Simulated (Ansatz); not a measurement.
# Direct or indirect: KCl (Fm-3m)

```yaml
crystal:
  lattice:
    - [0.00000, 3.14647, 3.14647]
    - [3.14647, 0.00000, 3.14647]
    - [3.14647, 3.14647, 0.00000]
  atoms:
    - { symbol: K, position: [0.00000, 0.00000, 0.00000] }
    - { symbol: Cl, position: [0.50000, 0.50000, 0.50000] }
```

Method: Ansatz, PBE, independent particles, without spin-orbit coupling, line width 0.1 eV (Gaussian). The band structure gives a fundamental gap of 5.19 eV. The spectrum of vertical transitions near the edge:

```json
{"E (eV)": "4.74", "Im ε, E ∥ xyz": "0.00"}
{"E (eV)": "4.86", "Im ε, E ∥ xyz": "0.00"}
{"E (eV)": "4.98", "Im ε, E ∥ xyz": "0.00"}
{"E (eV)": "5.10", "Im ε, E ∥ xyz": "0.01"}
{"E (eV)": "5.22", "Im ε, E ∥ xyz": "0.12"}
{"E (eV)": "5.34", "Im ε, E ∥ xyz": "0.27"}
{"E (eV)": "5.46", "Im ε, E ∥ xyz": "0.36"}
{"E (eV)": "5.58", "Im ε, E ∥ xyz": "0.43"}
{"E (eV)": "5.70", "Im ε, E ∥ xyz": "0.49"}
{"E (eV)": "5.82", "Im ε, E ∥ xyz": "0.54"}
{"E (eV)": "5.94", "Im ε, E ∥ xyz": "0.59"}
{"E (eV)": "6.06", "Im ε, E ∥ xyz": "0.64"}
{"E (eV)": "6.18", "Im ε, E ∥ xyz": "0.68"}
{"E (eV)": "6.30", "Im ε, E ∥ xyz": "0.72"}
{"E (eV)": "6.42", "Im ε, E ∥ xyz": "0.76"}
```

(1) Is the gap direct or indirect, and about where do vertical transitions set in?

Results:

(1) Direct: the band path has its least direct gap at the fundamental one, 5.19 eV, and the curves rise from there. Lines are broadened by 0.1 eV, which spreads the edge.

[Logs are printed without paths, hosts, clocks, repeated set-up lines and the standing remarks that a program may print on its own settings, such as how far it seeks lower states.]
